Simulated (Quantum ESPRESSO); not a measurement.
Records of electronic-structure calculations.

```
two Fe on Si sites of Si, 2.35 Å apart: which magnetic order is lowest
1.0
     0.00000    5.43100    5.43100
     5.43100    0.00000    5.43100
     5.43100    5.43100    0.00000
Fe Si
2 14
Direct
  0.00000 0.00000 0.00000
  0.12500 0.12500 0.12500
  0.00000 0.00000 0.50000
  0.12500 0.12500 0.62500
  0.00000 0.50000 0.00000
  0.12500 0.62500 0.12500
  0.00000 0.50000 0.50000
  0.12500 0.62500 0.62500
  0.50000 0.00000 0.00000
  0.62500 0.12500 0.12500
  0.50000 0.00000 0.50000
  0.62500 0.12500 0.62500
  0.50000 0.50000 0.00000
  0.62500 0.62500 0.12500
  0.50000 0.50000 0.50000
  0.62500 0.62500 0.62500
# method: PBE; plane waves with GBRV 1.5 PBE potentials, no spin-orbit coupling (and 1 further level or step)
# program: Quantum ESPRESSO 7.5
# settings of one run: GBRV 1.5 PBE, potential files Fe: fe_pbe_v1.5.uspp.F.UPF, Si: si_pbe_v1.uspp.F.UPF, cutoff 544.23 eV, 4×4×4 k-mesh, 64 bands, fermi-dirac occupations, smearing width 0.05 eV, collinear spin, SCF threshold 3.20e-8, mesh matched on, starting moments on Fe, summing to 7 μB
# cost: 2 runs, 7 min in all on 4 MPI ranks of Intel Xeon Platinum 8488C (Sapphire Rapids), shared host (the runs of this entry)
# notes: The run is spin-polarised, with a total moment of 3.95 μB a cell (absolute 5.12). The cell was built by rule and the atoms were not relaxed, which can move these energies.
# lowest state found: ferromagnetic (from ferro ++)
# largest site moment: 2.04 μB
# next state with moments: antiferromagnetic, 99.0 meV a seeded atom higher
```

[Logs and program files are shortened in this print: banners, set-up blocks, solver, clock and traceback lines can be left out without a mark of their own.]

[Logs are printed without paths, hosts, clocks, repeated set-up lines and the standing remarks that a program may print on its own settings, such as how far it seeks lower states.]

[Hosts, paths, dates, database ids (printed as entryN), source tags and the programs' standing remarks are cut or masked in the printed files.]

[Where a cell is said to come from a database of computed structures, the database is the Materials Project.]
